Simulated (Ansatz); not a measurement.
**P_N in Be3N2 (P6_3/mmc): charge-transition levels and formation energies**

Charge states of P_N in Be3N2 (P6_3/mmc), set against the band edges. Model: a cell of 120 host atoms with 1 N taken out and 1 P put in.

Calculated with Ansatz 0.2.0; place-levels on PBEsol runs: charge-transition levels and formation energies with image-charge correction and potential alignment at the atomic sites.

## (1) Starting point

The cell holds 120 atoms: 72 Be, 47 N and 1 P. Its edges and angles: a = 9.829 Å, b = 9.829 Å, c = 9.710 Å, α = 90.0°, β = 90.0°, γ = 120.0°. It derives from Be3N2 (space group P6_3/mmc). Nearest the centre at fractional (0.500, 0.500, 0.500): P112 at 0.00 Å, Be42 at 1.81 Å, Be70 at 1.81 Å, Be95 at 1.81 Å, Be94 at 1.81 Å, Be101 at 1.81 Å, Be6 at 1.81 Å, Be103 at 2.43 Å.

Screening for the image-charge correction: ε∞ = (4.54, 4.54, 5.47), ε0 = (11.71, 11.71, 32.82), from a response run on this crystal (DFPT, PBEsol) at that run's own cell.

The cell's shortest repeat is 9.7 Å.

## (2) Charge states

A transition level is the Fermi level at which two charge states cost the same, so each charge needs its own total energy, at its own relaxed structure.

Random displacements of about 0.05 Å break the site symmetry at the start, so that the relaxation can reach a distorted minimum if there is one. Forces are taken at one point at (¼, ¼, ¼). The cell holds 1 electron more than the neutral one, with a uniform background that keeps it neutral on the whole. The electron count is odd, so at least one spin is unpaired; this run locks the moment at 1 μB.

The sampling was tested on the host first: at the k-points planned (1x1x1 shifted 0.25 0.25 0.25) its energy lies -0.001 eV an atom from the dense-mesh value, under the bound of 0.02 eV set for this test; that bounds the host's error, not the defect's.

One state's input; the others differ in charge, spin, start and seed, and in occupations where the table says so.

Input file qm1_M1.relax/input.yaml:

```yaml
crystal:
  lattice:
    - [4.25594168, 2.45716908, 0.0]
    - [-4.25594168, 2.45716908, 0.0]
    - [0.0, 0.0, 9.71005664]
  atoms:
    - { symbol: Be, position: [0.0, 0.66666667, 0.07824696] }
    - { symbol: Be, position: [0.33333333, 0.33333333, 0.07824696] }
    - { symbol: Be, position: [0.66666667, 0.0, 0.07824696] }
    - { symbol: Be, position: [0.0, 0.33333333, 0.57824696] }
    - { symbol: Be, position: [0.33333333, 0.0, 0.57824696] }
    - { symbol: Be, position: [0.66666667, 0.66666667, 0.57824696] }
    - { symbol: Be, position: [0.0, 0.33333333, 0.92175304] }
    - { symbol: Be, position: [0.33333333, 0.0, 0.92175304] }
    - { symbol: Be, position: [0.66666667, 0.66666667, 0.92175304] }
    - { symbol: Be, position: [0.0, 0.66666667, 0.42175304] }
    - { symbol: Be, position: [0.33333333, 0.33333333, 0.42175304] }
    - { symbol: Be, position: [0.66666667, 0.0, 0.42175304] }
    - { symbol: Be, position: [0.0, 0.0, 0.25] }
    - { symbol: Be, position: [0.33333333, 0.66666667, 0.25] }
    - { symbol: Be, position: [0.66666667, 0.33333333, 0.25] }
    - { symbol: Be, position: [0.0, 0.0, 0.75] }
    - { symbol: Be, position: [0.33333333, 0.66666667, 0.75] }
    - { symbol: Be, position: [0.66666667, 0.33333333, 0.75] }
    - { symbol: "N", position: [0.0, 0.0, 0.0] }
    - { symbol: "N", position: [0.33333333, 0.66666667, 0.0] }
    - { symbol: "N", position: [0.66666667, 0.33333333, 0.0] }
    - { symbol: "N", position: [0.0, 0.0, 0.5] }
    - { symbol: "N", position: [0.33333333, 0.66666667, 0.5] }
    - { symbol: "N", position: [0.66666667, 0.33333333, 0.5] }
    - { symbol: "N", position: [0.0, 0.66666667, 0.25] }
    - { symbol: "N", position: [0.33333333, 0.33333333, 0.25] }
    - { symbol: "N", position: [0.66666667, 0.0, 0.25] }
    - { symbol: "N", position: [0.0, 0.33333333, 0.75] }
    - { symbol: "N", position: [0.33333333, 0.0, 0.75] }
    - { symbol: "N", position: [0.66666667, 0.66666667, 0.75] }
  supercell: [2, 2, 1]
  defects: [{ substitution: { at: 111, symbol: P } }]
total_charge: -1
basis:
  ecutwfc: 420
  xc_grid: 2
hamiltonian:
  xc: pbesol
kpoints:
  mp_grid: { grid: [1, 1, 1], shift: [0.25, 0.25, 0.25] }
magnetization:
  spin_polarized: true
  initial_magnetization: 1
  spin_locking: { lock_magnetization: hard }
scf:
  occupations: { method: fixed }
  max_iter: 100
output:
  forces: true
  charged_corrections:
    epsilon: [4.54, 4.54, 5.47]
    static_epsilon: [11.71, 11.71, 32.82]
relax:
  f_tol: 0.02
  max_steps: 80
  random_displacement: { amplitude: 0.05, seed: 2619 }
checkpoint:
  write: "../qm1_M1.relax.run"
  compress: false
  write_wavefunctions: true
  write_every: 100000
```

Run with:

```bash
$ ansatz run input.yaml --threads 4 --pin off --max-ram 7536MiB --backend cpu --events-out ev --progress --plain --runs-dir out
```

The relaxed structure is kept and the sampling changed to a 2×2×2 shifted mesh.

The run of this state that the levels use, under PBEsol:

Input file qm1_M1.point/input.yaml:

```yaml
crystal:
  checkpoint: "../qm1_M1.relax.run"
  host: checkpoint
total_charge: -1
basis:
  ecutwfc: 420
  xc_grid: 2
hamiltonian:
  xc: pbesol
kpoints:
  mp_grid: { grid: [2, 2, 2], shift: [0.5, 0.5, 0.5] }
magnetization:
  spin_polarized: true
  initial_magnetization: 1
  spin_locking: { lock_magnetization: hard }
scf:
  occupations: { method: fermi_dirac, width: 0.01 }
  max_iter: 100
output:
  forces: true
  eigenvalues: true
  charged_corrections:
    epsilon: [4.54, 4.54, 5.47]
    static_epsilon: [11.71, 11.71, 32.82]
    defect_position: [0.5, 0.5, 0.5]
  eigenstates: { localisation: true }
  populations: true
  efg: {}
  band_densities: [{ bands: [v1, v1] }, { bands: [c1, c1] }]
  write_density: true
  write_potential: true
  volumetric_format: npy
checkpoint:
  read: "../qm1_M1.relax.run"
  write: "../qm1_M1.point.run"
  compress: false
  write_wavefunctions: false
  write_every: 100000
```

Relaxations under PBEsol at one point at (¼, ¼, ¼); times on 4 threads of Arm Neoverse V1, shared host:

```csv
charge,moment (μB),occupations,outcome,steps,largest displacement against the far atoms (Å),time
−1,1,fixed,converged,8,0.25,3.2 min
0,0,fixed,converged,5,0.24,69 s
+1,1,fixed,converged,8,0.29,3.9 min
```

Single points under PBEsol at a 2×2×2 shifted mesh; times on 4 threads of Arm Neoverse V1, shared host:

```csv
charge,moment (μB),occupations,outcome,time
−1,1,fermi-dirac,converged,5.1 min
0,0,fermi-dirac,converged,2.2 min
+1,1,fermi-dirac,converged,4.9 min
```

Distances (Å) from P112 to the nearest atoms after relaxation with PBEsol:

```csv
charge,moment (μB),1.,2.,3.,4.,5.,6.
−1,1,Be 2.04,Be 2.04,Be 2.04,Be 2.04,Be 2.05,Be 2.05
0,0,Be 2.04,Be 2.04,Be 2.04,Be 2.04,Be 2.04,Be 2.04
+1,1,Be 2.06,Be 2.06,Be 2.09,Be 2.09,Be 2.09,Be 2.09
```

## (3) place-levels, PBEsol

A charged cell interacts with its images and the background, and its potential has another zero than the host's. place-levels removes the first by a point-charge model, screened by the static dielectric constant since the ions have relaxed around the charge, and the second by comparing potentials at atoms far from the defect.

The host is a run of the defect-free crystal in the same cutoffs, grids and k-points, so that basis and sampling errors cancel in part in the differences. Its band edges come from a run of the primitive cell that searches the zone for them. The host is run in a cell of 30 atoms on a matching mesh. Chemical potentials are energies per atom of N (N2 molecule) and P (black phosphorus), run with the same functional and cutoff.

Input file levels.point.yaml:

```yaml
host:
  run: host.point.run
  levels_from: { run: edges.point.run }
states: [qm1_M1.point.run, q0.point.run, qp1_M1.point.run]
geometry_from:
  qm1_M1.point.run: qm1_M1.relax.run
  q0.point.run: q0.relax.run
  qp1_M1.point.run: qp1_M1.relax.run
  host.point.run: host.relax.run
chemical_potentials:
  "N":
    energy: -378.471758
    dataset: "<sha256 of the dataset>"
  P:
    energy: -740.035931
    dataset: <sha256 of the dataset>
epsilon: [4.54, 4.54, 5.47]
static_epsilon: [11.71, 11.71, 32.82]
vertical:
  - { from: qm1_M1.point.run, to: qm1_M1.point_neutral.run }
  - { from: qp1_M1.point.run, to: qp1_M1.point_neutral.run }
```

Run with:

```bash
$ ansatz place-levels levels.point.yaml -- --threads 4 --pin off --max-ram 7536MiB
```

Numbers of over 12 decimals in the logs are rounded to 6 here.

The program printed:

```text
[... repeated set-up lines and file paths are left out, and long positions are rounded to six places ...]
(+1/0) 0.019 eV beneath the valence edge, in the valence band
(0/-1) 3.247 eV above the valence edge (+3.937 eV without the band-filling correction), 0.000 eV under the conduction edge
formation energy of charge +1: +4.373 eV with the Fermi level at the valence edge
formation energy of charge 0: +4.354 eV with the Fermi level at the valence edge
formation energy of charge -1: +7.601 eV with the Fermi level at the valence edge
vertical -1 to 0: no energy, since no alignment is typed
  the change from vertical[0].from (qm1_M1.point.run) to vertical[0].to (qm1_M1.point_neutral.run): by its potential at epsilon [4.54, 4.54, 5.47] it stands at 0.501 0.500 1.000, with an rms radius of about 6.8 Å (4.0 4.0 3.8 Å across the planes of the cell's [...]
vertical +1 to 0: no energy, since no alignment is typed
  the change from vertical[1].from (qp1_M1.point.run) to vertical[1].to (qp1_M1.point_neutral.run): by its potential at epsilon [4.54, 4.54, 5.47] it stands at 0.500 0.500 0.500, with an rms radius of about 2.8 Å (1.8 1.7 1.3 Å across the planes of the cell's [...]
  edges by pbesol of host.levels_from (edges.point.run), its mesh sampled to repeats of 29.13 Å (the valence edge +0.143 eV and the conduction edge -0.627 eV from those of the host's own run), gap 3.247 eV; the host is sampled to repeats of 19.66 Å
  the defect's cells are sampled to repeats of 19.66 Å, like sampling
  charge +1: -25171.8095 eV with its correction of +0.189 eV, at epsilon [11.71, 11.71, 32.82], aligned at sites: +0.0650 eV, mean over 57 atomic sites at or beyond 4.86 Å from the defect at [0.5000, 0.5000, 0.5000], with +0.000000 for the charge's moments [...]
  states[2] (qp1_M1.point.run): levels filled in part (TS 0.005 eV): its energy is of no whole electron's
  charge 0: +0.000 eV for its dipole among its images, +0.000 omitted
  charge -1: -25151.9813 eV with its correction of -0.015 eV, at epsilon [11.71, 11.71, 32.82], aligned at sites: +0.1388 eV, mean over 57 atomic sites at or beyond 4.86 Å from the defect at [0.5000, 0.5000, 0.5000], with +0.000000 for the charge's moments [...]
  of states[2] (qp1_M1.point.run): it parts from the run at its places by a charge that spreads by about 1.8 Å along one vector (1.5 Å or more is wide), by its potential at epsilon [4.54, 4.54, 5.47], taken for that of held ions (one typed too small widens [...]
  of states[0] (qm1_M1.point.run): it parts from the run at its places by a charge that spreads by about 4 Å along one vector (1.5 Å or more is wide), by its potential at epsilon [4.54, 4.54, 5.47], taken for that of held ions (one typed too small widens it), [...]
  of vertical[0].from (qm1_M1.point.run): its sublattices stand up to 0.0467 Å off the host's, which by the two runs' forces adds about +0.02 eV to its energy against the host's, and moves the band edges: relax the crystal first, and build the cells on it; [...]
  vertical[1].from (qp1_M1.point.run): levels filled in part (TS 0.005 eV): its energy is of no whole electron's
  of vertical[1].from (qp1_M1.point.run): it parts from the run at its places by a charge that spreads by about 1.8 Å along one vector (1.5 Å or more is wide), by its potential at epsilon [4.54, 4.54, 5.47], taken for that of held ions (one typed too small [...]
```

The job ended after 0.52 s (4 threads of Arm Neoverse V1, shared host).

Levels between the charges placed, in eV above the valence top:

```csv
,gap (eV),(+1/0),(0/−1)
PBEsol,3.25,-0.02,3.25
```

Corrections by state:

```csv
charge,moment (μB),image terms and alignment (eV),band filling (eV),ε used,"over the lowest of its charge, as the program ranks them, band filling apart (eV)"
+1,1.0,0.189,-,"principal values (11.71, 11.71, 32.82)",0.000
0,0.0,0.000,-,-,0.000
−1,1.0,-0.015,-0.690,"principal values (11.71, 11.71, 32.82)",0.000
```

The charged structures listed were also run neutral, and place-levels reads from each pair, by the potential or the spins, how wide the charge is by which they differ; that can be the carrier of either run.

```csv
charge,rms radius (Å),spread where it is widest against the cell (Å),wide from (Å),reading
+1,2.8,1.76,1.47,wide
−1,6.8,4.03,1.47,wide
```

The neutral runs of these pairs need not share the spin of the lowest neutral state, and very wide values only mean spread over the cell.

From the program's caveats on the states, each cut to its opening words:

- charge +1 (1 μB): it parts from the run at its places by a charge that spreads by about 1.8 Å along one vector (1.5 Å or more is wide), by its potential at epsilon [4.54, 4.54, [...]
- charge −1 (1 μB): it parts from the run at its places by a charge that spreads by about 4 Å along one vector (1.5 Å or more is wide), by its potential at epsilon [4.54, 4.54, [...]
- charge −1 (1 μB): a band-filling correction moves a carrier to the host's band edge, which changes its energy by -0.690 eV
- charge −1 (1 μB): its sublattices stand up to 0.0467 Å off the host's, which by the two runs' forces adds about +0.02 eV to its energy against the host's, and moves the band [...]
- charge −1 (1 μB): its moments are held at its close (magnetization.spin_locking), by a field of 0.002 eV a Bohr magneton, and its energy and levels are of the state that this [...]

The host's formation energy from the elements is -1.122 eV per atom; it sets how far the chemical potentials can move.

Formation energies (eV), Be-rich (Δμ(Be) = 0.00 eV, Δμ(N) = -2.81 eV, Δμ(P) = 0.00 eV):

```csv
charge,Fermi level at the valence top,at the conduction bottom
+1,1.57,4.81
0,1.55,1.55
−1,4.80,1.55
```

Formation energies (eV), N-rich (Δμ(N) = 0.00 eV, Δμ(Be) = -1.87 eV, Δμ(P) = 0.00 eV):

```csv
charge,Fermi level at the valence top,at the conduction bottom
+1,4.37,7.62
0,4.35,4.35
−1,7.60,4.35
```

## (4) Effect of the sampling

The relaxations' own energies give the levels at their sampling, for comparison.

Input file levels.relax_mesh.yaml:

```yaml
host:
  run: host.relax.run
  levels_from: { run: edges.relax.run }
states: [qm1_M1.relax.run, q0.relax.run, qp1_M1.relax.run]
chemical_potentials:
  "N":
    energy: -378.471758
    dataset: "<sha256 of the dataset>"
  P:
    energy: -740.035931
    dataset: <sha256 of the dataset>
```

Run with:

```bash
$ ansatz place-levels levels.relax_mesh.yaml -- --threads 4 --pin off --max-ram 7536MiB
```

The program printed:

```text
(+1/0) 0.014 eV above the valence edge, 3.233 eV under the conduction edge
[...]
formation energy of charge +1: +4.341 eV with the Fermi level at the valence edge
formation energy of charge 0: +4.355 eV with the Fermi level at the valence edge
formation energy of charge -1: +7.657 eV with the Fermi level at the valence edge
  edges by pbesol of host.levels_from (edges.relax.run), its mesh sampled to repeats of 29.13 Å (the valence edge +0.273 eV and the conduction edge -1.053 eV from those of the host's own run), gap 3.247 eV; the host is sampled to repeats of 13.82 Å
[... the lines on each state left out ...]
```

Run time: 0.18 s. Hardware: 4 threads.

Levels between neighbouring charges, in eV above the valence top:

```csv
,gap (eV),(+1/0),(0/−1)
"one point at (¼, ¼, ¼)",3.25,0.01,3.30
a 2×2×2 shifted mesh,3.25,-0.02,3.25
```

Going from one point at (¼, ¼, ¼) to a 2×2×2 shifted mesh moves the levels that carry no band-filling term by up to 0.03 eV and formation energies against the elements by up to 0.06 eV; band-filling terms, which differ between samplings, are in these energies.

## (5) What came out

| Item | Value |
| --- | --- |
| gap of the host | 3.25 eV (PBEsol) |
| level (plus 1/0) | 0.02 eV below the valence top |
| level (0/minus 1) | 3.25 eV above the valence top, at the conduction bottom (3.94 eV above the valence top without the band-filling term) |
| lowest of the charges placed, just above the valence top (0.02 eV) | 0 |
| lowest of the charges placed, just below the conduction bottom (0.02 eV) | 0 |
| lowest formation energy at mid-gap of the charges run, Be-rich | 1.55 eV |
| lowest formation energy at mid-gap of the charges run, N-rich | 4.35 eV |

Of the charges placed (−1, 0 and +1), 0 is the lowest from 0.02 eV above the valence top to 0.02 eV below the conduction bottom, a gap of 3.25 eV. (+1/0) lies 0.02 eV from a band edge, less than the doubt on such levels. States placed: +1 at 1 μB; 0 at 0 μB; −1 at 1 μB. Other spin states or structures, where not listed, weren't placed. The program finds carriers beyond a band edge of the host and adds a band-filling term at charge −1 (-0.69 eV); steps to such a charge show no bound level, and a defect level inside a band would be read the same way. P is taken at its element; compounds, which aren't counted here, bound the chemical potentials and would shift these formation energies. Going from one point at (¼, ¼, ¼) to a 2×2×2 shifted mesh moves the levels that carry no band-filling term by up to 0.03 eV and formation energies against the elements by up to 0.06 eV; band-filling terms, which differ between samplings, are in these energies. What this leaves open: PBEsol makes the gap too small and tends to spread out bound carriers; where a gas molecule sets a chemical potential or the host's formation energy, its binding is uncorrected; force components of up to 0.10 eV/Å remain in a run at the final settings.

[Logs are printed without paths, hosts, clocks, repeated set-up lines and the standing remarks that a program may print on its own settings, such as how far it seeks lower states.]

[Hosts, paths, dates, database ids (printed as entryN), source tags and the programs' standing remarks are cut or masked in the printed files.]

[Where a table of states has a column of steps, it counts the stored structures, which are thinned; the runs took as many ionic steps or more.]

[A defect's name tells the site on which it was built; relaxed atoms can leave that site.]

[For some hosts the program warned that the k-mesh of the response run may be too coarse for force constants and the static dielectric constant; such warnings are not shown here.]
